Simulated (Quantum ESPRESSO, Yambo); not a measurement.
An input for Quantum ESPRESSO 7.5 (Al2O3 (Corundum)):

```
&control
  calculation = 'scf'
  prefix = 'x'
  outdir = 'o'
  pseudo_dir = 'pseudo'
/
&system
  ibrav = 0
  nat = 10
  ntyp = 2
  ecutwfc = 72.0
  nbnd = 33
  force_symmorphic = .true.
/
&electrons
  conv_thr = 1e-10
  electron_maxstep = 80
  mixing_beta = 0.5
/
ATOMIC_SPECIES
  Al 26.982 Al.upf
  O 15.999 O.upf
CELL_PARAMETERS angstrom
  2.3802500000 1.3742379782 4.3318666667
  -2.3802500000 1.3742379782 4.3318666667
  -0.0000000000 -2.7484759565 4.3318666667
ATOMIC_POSITIONS crystal
  Al 0.3521600000 0.3521600000 0.3521600000
  Al 0.1478400000 0.1478400000 0.1478400000
  Al 0.6478400000 0.6478400000 0.6478400000
  Al 0.8521600000 0.8521600000 0.8521600000
  O 0.5566800000 0.9433200000 0.2500000000
  O 0.2500000000 0.5566800000 0.9433200000
  O 0.9433200000 0.2500000000 0.5566800000
  O 0.4433200000 0.0566800000 0.7500000000
  O 0.7500000000 0.4433200000 0.0566800000
  O 0.0566800000 0.7500000000 0.4433200000
K_POINTS automatic
  6 6 6 0 0 0
```

```sh
OMP_NUM_THREADS=1 mpirun -n 4 pw.x -nk 4 -in pw.in > pw.out
```

How long will it take on 4 MPI ranks of Arm Neoverse V1, shared host, and how much memory?

It took 71 s; on shared hardware allow 36 s to 2.4 min. Peak host memory was 0.5 GiB.

[Paths, hosts, dates, memory and timing lines, banners, echoed tables and standing remarks are left out of the program output.]

[Logs are printed without paths, hosts, clocks, repeated set-up lines and the standing remarks that a program may print on its own settings, such as how far it seeks lower states.]

[Runs of the session that timed out or met a known fault of the program may be left out.]

[Hosts, paths, dates, database ids (printed as entryN), source tags and the programs' standing remarks are cut or masked in the printed files.]
